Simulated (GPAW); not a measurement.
# Optical response of ZnS (Wurtzite-2H)

Aim: the dielectric function of ZnS (Wurtzite-2H), and the optical constants that follow from it. The cell comes from an older database entry, whose edges can differ from later determinations, mostly by under a per cent.

Program: GPAW 26.7.0. Level of theory: DFT, LDA, plane-wave PAW (GPAW data sets), scalar-relativistic, RPA, optical limit. Results are calculated unless marked as measured.

The database entry behind the starting cell differs from later determinations by our own check (about 0.4 % short), so it need not match the best structure at ambient conditions.

## 1. The starting structure

Symmetry: P6_3mc, No. 186, hexagonal system. Conventional cell: a = 3.811 Å, b = 3.811 Å, c = 6.234 Å, α = 90.00°, β = 90.00°, γ = 120.00°. Nearest to Zn lie 4 S at 2.31 to 2.40 Å. S has 4 Zn at 2.31 to 2.40 Å nearest. Farther neighbours and most contacts between anions are not listed.

As a file:

```
Zn S
1.0
     3.81100    0.00000    0.00000
    -1.90550    3.30042    0.00000
     0.00000    0.00000    6.23400
Zn S
2 2
Direct
  0.66667 0.33333 0.50000
  0.33333 0.66667 0.00000
  0.66667 0.33333 0.88500
  0.33333 0.66667 0.38500
```

## 2. Ground state

First the ground state: is it a metal or has it a gap?

This step: DFT, LDA, plane-wave PAW (GPAW data sets), scalar-relativistic, ground state (GPAW 26.7.0).

File gs.py:

```python
from ase import Atoms
from ase.dft.bandgap import bandgap
from gpaw import GPAW, PW, FermiDirac

atoms = Atoms(['Zn', 'Zn', 'S', 'S'],
              cell=[[3.810999999987, 0.000000000000, 0.000000000000],
                    [-1.905499999994, 3.300422813811, 0.000000000000],
                    [0.000000000000, 0.000000000000, 6.234000000000]],
              scaled_positions=[[0.666666666667, 0.333333333333, 0.500000000000],
                                [0.333333333333, 0.666666666667, 0.000000000000],
                                [0.666666666667, 0.333333333333, 0.885000000000],
                                [0.333333333333, 0.666666666667, 0.385000000000]],
              pbc=[True, True, True])
atoms.calc = GPAW(mode=PW(400), xc='LDA', kpts={'size': (9, 9, 4), 'gamma': True},
                  occupations=FermiDirac(0.05), maxiter=150, txt='gs.txt')
print('energy (eV)', atoms.get_potential_energy())
print('Fermi level (eV)', atoms.calc.get_fermi_level())
print('valence electrons', atoms.calc.get_number_of_electrons())
print('gap (eV)', bandgap(atoms.calc, output=None)[0])
print('direct gap (eV)', bandgap(atoms.calc, direct=True, output=None)[0])
atoms.calc.write('gs.gpw')
```

Command:

```console
> OMP_NUM_THREADS=1 python gs.py
```

Numbers of over 12 decimals in the logs are rounded to 6 here.

Output:

```text
__  _  _
 | _ |_)|_||  |
 |__||  | ||/\| - 26.7.0

Versions:
  Python: 3.12.14
  ASE:    3.29.0
  Numpy:  2.5.5
  Scipy:  1.18.1
  Libxc:  7.0.0

Input parameters:
  mode=PW(ecut=400.0),
  kpts=MonkhorstPack(size=(9, 9, 4), gamma=True),
  maxiter=150,
  occupations=Occupations(name='fermi-dirac', width=0.05, fixmagmom=False),
  xc=XC(name='LDA')

Diagonalizing LCAO Hamiltonian
Converting LCAO to pw mode

            S

            Zn
        S

        Zn

Atoms  # Å, Bohr magnetons
|   | symbol |         x |        y |        z |    initial magnetic moments |
| 0 |     Zn |  1.905500 | 1.100141 | 3.117000 | ( 0.0000,  0.0000,  0.0000) |
| 1 |     Zn | -0.000000 | 2.200282 | 0.000000 | ( 0.0000,  0.0000,  0.0000) |
| 2 |      S |  1.905500 | 1.100141 | 5.517090 | ( 0.0000,  0.0000,  0.0000) |
| 3 |      S | -0.000000 | 2.200282 | 2.400090 | ( 0.0000,  0.0000,  0.0000) |

Unit cell  # Å
| periodic |         x |        y |        z |  lengths |     angles |
|      yes |  3.811000 | 0.000000 | 0.000000 | 3.811000 |  90.000000 |
|      yes | -1.905500 | 3.300423 | 0.000000 | 3.811000 |  90.000000 |
|      yes |  0.000000 | 0.000000 | 6.234000 | 6.234000 | 120.000000 |

Number of symmetries: 6
Symmetry operations  # r_c * U_cc + t_c -> r_c
|   | kind |            matrix            |
| 0 |  σ   |  1, 1, 0,  0,-1, 0,  0, 0, 1 |
| 1 |  E   |  1, 0, 0,  0, 1, 0,  0, 0, 1 |
| 2 |  C3  |  0, 1, 0, -1,-1, 0,  0, 0, 1 |
| 3 |  σ   |  0,-1, 0, -1, 0, 0,  0, 0, 1 |
| 4 |  σ   | -1, 0, 0,  1, 1, 0,  0, 0, 1 |
| 5 |  C3  | -1,-1, 0,  1, 0, 0,  0, 0, 1 |

BZ-sampling:
  Number of BZ points: 324
  Number of IBZ points: 43

  Monkhorst-Pack size: [9, 9, 4]
  Monkhorst-Pack shift: [0.0, 0.0, 0.125]

K-points  # in reciprocal-cell coordinates
|     |                                coordinates |     weight |
|   0 | (  0.00000000,   0.00000000,   0.00000000) | 0.00308642 |
|   1 | (  0.00000000,   0.00000000,   0.25000000) | 0.00617284 |
|   2 | (  0.00000000,   0.00000000,   0.50000000) | 0.00308642 |
|   3 | (  0.11111111,   0.00000000,  -0.25000000) | 0.01851852 |
|   4 | (  0.11111111,   0.00000000,   0.00000000) | 0.01851852 |
|   5 | (  0.11111111,   0.00000000,   0.25000000) | 0.01851852 |
|   6 | (  0.11111111,   0.00000000,   0.50000000) | 0.01851852 |
|   7 | (  0.22222222,  -0.11111111,   0.00000000) | 0.01851852 |
|   8 | (  0.22222222,  -0.11111111,   0.25000000) | 0.03703704 |
|   9 | (  0.22222222,  -0.11111111,   0.50000000) | 0.01851852 |
| ... |                                            |            |
|  42 | (  0.44444444,   0.44444444,   0.50000000) | 0.01851852 |

Plane wave coefficients: 1448
Cutoff: 400.0 eV

Spin-components: 1 (collinear spins)
Bands:           26
Projectors:      22
Spin-degeneracy: 2
Datatype:        complex128

Parallelization:
  kpt:    1
  domain: 1
  band:   1

Density:
  Valence electrons: 36.0
  Components: 1
  Grid points: [18 18 30]
  Charge: 0.0  # |e|

Potential:
  Grid points: [18 18 30]

species:
  Zn:
    name:    Zinc
    id:
    Z:       30.0
    valence: 12
    core:    18
    charge:  0.0  # [|e|]
    compensation charges:
      type: gauss
      rc: 0.37  # [Å]
      lmax: 2
    cutoffs:
      filter: 2.14  # [Å]
      core: 2.28  # [Å]
    projectors
    | kind |    occ | energy [eV] | rcut [Å] |
    |   4s |  2.000 |      -6.218 |    1.286 |
    |   4p |  0.000 |      -1.230 |    1.270 |
    |   3d | 10.000 |     -10.426 |    1.180 |
    |    s |        |      20.994 |    1.286 |
    |    p |        |      25.981 |    1.270 |
    |    d |        |      16.786 |    1.180 |

    Using partial waves for Zn as LCAO basis

  S:
    name:    Sulfur
    id:
    Z:       16.0
    valence: 6
    core:    10
    charge:  0.0  # [|e|]
    compensation charges:
      type: gauss
      rc: 0.24  # [Å]
      lmax: 2
    cutoffs:
      filter: 1.77  # [Å]
      core: 1.66  # [Å]
    projectors
    | kind |    occ | energy [eV] | rcut [Å] |
    |   3s |  2.000 |     -17.278 |    0.974 |
    |   3p |  4.000 |      -7.106 |    0.979 |
    |    s |        |       9.933 |    0.974 |
    |    p |        |      20.105 |    0.979 |
    |    d |        |       0.000 |    0.900 |

    Using partial waves for S as LCAO basis

Reference energy: -119224.971294  # eV

eigensolver:
  PPCG
  Converge bands: occupied
  niter=2

density mixing:
  MSR1-Mixer
  Pratt-step length: 0.05
  Maximum mixing coefficient: 0.75
  Old densities: 10
  SVD Regularization: 0.005
  Good broyden scale: 1.0
  Trust region scale: 1.0
  Backstep threshold: 4.0
  History deletion threshold: 6.0
  Fourier metric: weight=20.0, sigma=0.015

occupation numbers:
  Fermi-Dirac:
    width: 0.0500  # eV

poisson solver:
  ecut: 3200.0  # eV

xc functional:
  name: None

convergence criteria:
- Maximum [total energy] change in last 3 cyles: 0.0005 eV / valence electron
- Maximum integral of absolute [dens]ity change: 0.0001 electrons / valence electron
- Maximum integral of absolute [eigenst]ate change: 4e-08 eV^2 / valence electron
maximum number of iterations: 150

SCF iterations
|iter     |      energy | eigst |  dens |
|iter:   1||  -17.130067 | +0.33 |       |
|iter:   2||  -16.991330 | -0.86 | -1.21 |
|iter:   3||  -16.440714 | -1.30 | -1.25 |
|iter:   4||  -16.428293 | -2.34 | -1.80 |
|iter:   5||  -16.428658c| -3.73 | -2.29 |
|iter:   6||  -16.428484c| -4.17 | -3.02 |
|iter:   7||  -16.428502c| -5.27 | -3.53 |
|iter:   8||  -16.428506c| -6.48 | -3.93 |
|iter:   9||  -16.428506c| -7.92c| -5.13c|

Converged in 9 steps
SCF loop duration: 26.538 s (2.949 s/step)
Energy contributions relative to reference atoms: (reference = -119224.971294)

Energy contributions:
  Kinetic:          17.328616
  Coulomb:         -14.512291
  Zero:             -0.015245
  External:          0.000000
  Xc:              -19.229586
  Entropy:          -0.000000
  Spinorbit:         0.000000
  ----------------------------
  Free energy:     -16.428506
  Extrapolated:    -16.428506

dipole moment: (0.000000, 0.000000, -7.489048)  # |e|*Ang

Fermi level: 4.518
Eigenvalues  # (at kpt = [0.000, 0.000, 0.000])
| band index |      eig [eV] | occ [0-2] |
|          0 |        -9.640 |     2.000 |
|        ... |               |           |
|         10 |        -2.396 |     2.000 |
|         11 |        -2.229 |     2.000 |
|         12 |        -1.713 |     2.000 |
|         13 |         2.668 |     2.000 |
|         14 |         2.668 |     2.000 |
|         15 |         3.527 |     2.000 |
|         16 |         3.527 |     2.000 |
|         17 |         3.544 |     2.000 |
|         18 |         5.534 |     0.000 |
|         19 |         6.318 |     0.000 |
|         20 |         9.659 |     0.000 |
|         21 |         9.659 |     0.000 |
|         22 |         9.964 |     0.000 |
|         23 |        10.995 |     0.000 |
|         24 |        10.995 |     0.000 |
|         25 |        12.581 |     0.000 |

Gap: 1.990 eV
Transition (v -> c):
  (s=0, k=0, n=17, [0.00, 0.00, 0.00]) -> (s=0, k=0, n=18, [0.00, 0.00, 0.00])
No difference between direct/indirect transitions

--- standard output ---
energy (eV) -16.428506
Fermi level (eV) 4.518219
valence electrons 36.0
gap (eV) 1.990116
direct gap (eV) 1.990116
```

The job ended after 29 s (1 thread of Arm Neoverse V1, shared host; peak memory 0.17 GiB).

Read-outs, printed or worked out from the files:

| Quantity | Value |
| --- | --- |
| energy | -16.43 eV |
| Fermi energy | 4.518 eV |
| gap on the k-mesh | 1.990 eV |
| direct gap on the mesh | 1.990 eV |
| electrons | 36 |

There is a gap, 1.99 eV on this mesh (points off the mesh can give less), so no carriers' term is needed.

## 3. Bands for the response

At the fixed density, many empty bands are solved on the mesh of the response, since the spectrum sums over them.

This step: DFT, LDA, plane-wave PAW (GPAW data sets), scalar-relativistic, bands at fixed density (GPAW 26.7.0).

File nscf.py:

```python
from ase.dft.bandgap import bandgap
from gpaw import GPAW, FermiDirac

calc = GPAW('gs.gpw').fixed_density(kpts={'size': (10, 10, 6), 'gamma': True}, nbands=62, convergence={'bands': 56},
                                    occupations=FermiDirac(0.001), txt='nscf.txt')
print('gap (eV)', bandgap(calc, output=None)[0])
print('direct gap (eV)', bandgap(calc, direct=True, output=None)[0])
print('top band over the Fermi level (eV)', min(calc.get_eigenvalues(kpt=k)[55] for k in range(len(calc.get_ibz_k_points()))) - calc.get_fermi_level())
calc.write('full.gpw', mode='all')
```

Command:

```console
> OMP_NUM_THREADS=1 python nscf.py
```

Output:

```text
Diagonalizing LCAO Hamiltonian
Converting LCAO to pw mode
convergence criteria:
- Maximum integral of absolute [eigenst]ate change: 4e-08 eV^2 / valence electron
maximum number of iterations: 150

SCF iterations
|iter     |      energy | eigst |  dens |
|iter:   1||             | +3.60 |       |
|iter:   2||             | +2.49 |       |
|iter:   3||             | +1.81 |       |
|iter:   4||             | +0.91 |       |
|iter:   5||             | +0.10 |       |
|iter:   6||             | -0.78 |       |
|iter:   7||             | -1.57 |       |
|iter:   8||             | -2.43 |       |
|iter:   9||             | -3.21 |       |
|iter:  10||             | -4.03 |       |
|iter:  11||             | -4.77 |       |
|iter:  12||             | -5.52 |       |
|iter:  13||             | -6.26 |       |
|iter:  14||             | -6.95 |       |
|iter:  15||             | -7.36 |       |
|iter:  16||             | -7.82c|       |
SCF steps: 16
  __  _  _
 | _ |_)|_||  |
 |__||  | ||/\| - 26.7.0

Versions:
  Python: 3.12.14
  ASE:    3.29.0
  Numpy:  2.5.5
  Scipy:  1.18.1
  Libxc:  7.0.0

Input parameters:
  mode=PW(ecut=400.0),
  convergence={'bands': 56},
  gpts=array([18, 18, 30]),
  kpts=MonkhorstPack(size=(10, 10, 6), gamma=True),
  maxiter=150,
  nbands=62,
  occupations=Occupations(name='fermi-dirac', width=0.001, fixmagmom=False),
  parallel={},
  xc=XC(name='LDA')

--- standard output ---
gap (eV) 1.990116
direct gap (eV) 1.990116
top band over the Fermi level (eV) 28.182360
```

Elapsed: 3.1 min, on 1 thread; peak memory 0.27 GiB.

## 4. Dielectric function, RPA

Local fields let the induced charge screen the field inside the cell, which as a rule lowers ε, most along directions where the density is uneven.

This step: DFT, LDA, plane-wave PAW (GPAW data sets), scalar-relativistic, RPA, optical limit (GPAW 26.7.0).

File df.py:

```python
from gpaw.response.df import DielectricFunction

df = DielectricFunction('full.gpw', frequencies={'type': 'nonlinear', 'domega0': 0.03, 'omega2': 8},
                        ecut=30,
                        eta=0.15,
                        nbands=56,
                        txt='df.txt')
for direction in ['x', 'z']:
    df.get_dielectric_function(xc='RPA', direction=direction, filename=f'df_{direction}.csv')
```

Command:

```console
> OMP_NUM_THREADS=1 python df.py
```

Output:

```text
Using integrator: PointIntegrator
NonLinearFrequencyDescriptor(from 0.000 to 44.848 eV, 451 points)
Nonperiodic BCs:  [False False False]
Using integrator: PointIntegrator
NonLinearFrequencyDescriptor(from 0.000 to 44.848 eV, 451 points)
Nonperiodic BCs:  [False False False]

Calculating chi0 body with:
    Ground state adapter containing:
    Number of spins: 1
    Number of kpoints: 600
    Number of irreducible kpoints: 72
    Number of completely occupied states: 18
    Number of partially occupied states: 18

    Linear response parametrization:
    q_c: [0.0, 0.0, 0.0]
    Number of frequency points: 451
    Planewave cutoff: 30.0
    Number of bands: 56
    Number of planewaves: 35
    Broadening (eta): 0.15

Integrating chi0 body.

Symmetries of q_c:
    Direct symmetries (Uq -> q): 6
    Indirect symmetries (TUq -> q): 6
In total 12 allowed symmetries.

72 groups of equivalent kpoints. 88.0% reduction.

Integral kind: spectral function

Calculating chi0 optical extensions with:
    Ground state adapter containing:
    Number of spins: 1
    Number of kpoints: 600
    Number of irreducible kpoints: 72
    Number of completely occupied states: 18
    Number of partially occupied states: 18

    Linear response parametrization:
    Number of frequency points: 451
    Planewave cutoff: 30.0
    Number of bands: 56
    Number of planewaves: 35
    Broadening (eta): 0.15
Integrating chi0 head and wings.

Symmetries of q_c:
    Direct symmetries (Uq -> q): 6
    Indirect symmetries (TUq -> q): 6
In total 12 allowed symmetries.

72 groups of equivalent kpoints. 88.0% reduction.

Integral kind: spectral function wings
```

Wall time 26 s (1 thread); peak memory 0.25 GiB.

This step gave:

| Item | Value |
| --- | --- |
| electronic dielectric constant ε∞, mean over x, y and z (by symmetry where fewer were run) | 5.959 |
| main peak of Im epsilon, first axis | 5.189 eV |
| centre of weight of the strongest loss peak in the window | 17.97 eV |

(Part 1 of 2 ends here.)

[Machine, clock and banner lines and Python warnings are left out of the logs.]

[Logs are printed without paths, hosts, clocks, repeated set-up lines and the standing remarks that a program may print on its own settings, such as how far it seeks lower states.]

[Hosts, paths, dates, database ids (printed as entryN), source tags and the programs' standing remarks are cut or masked in the printed files.]
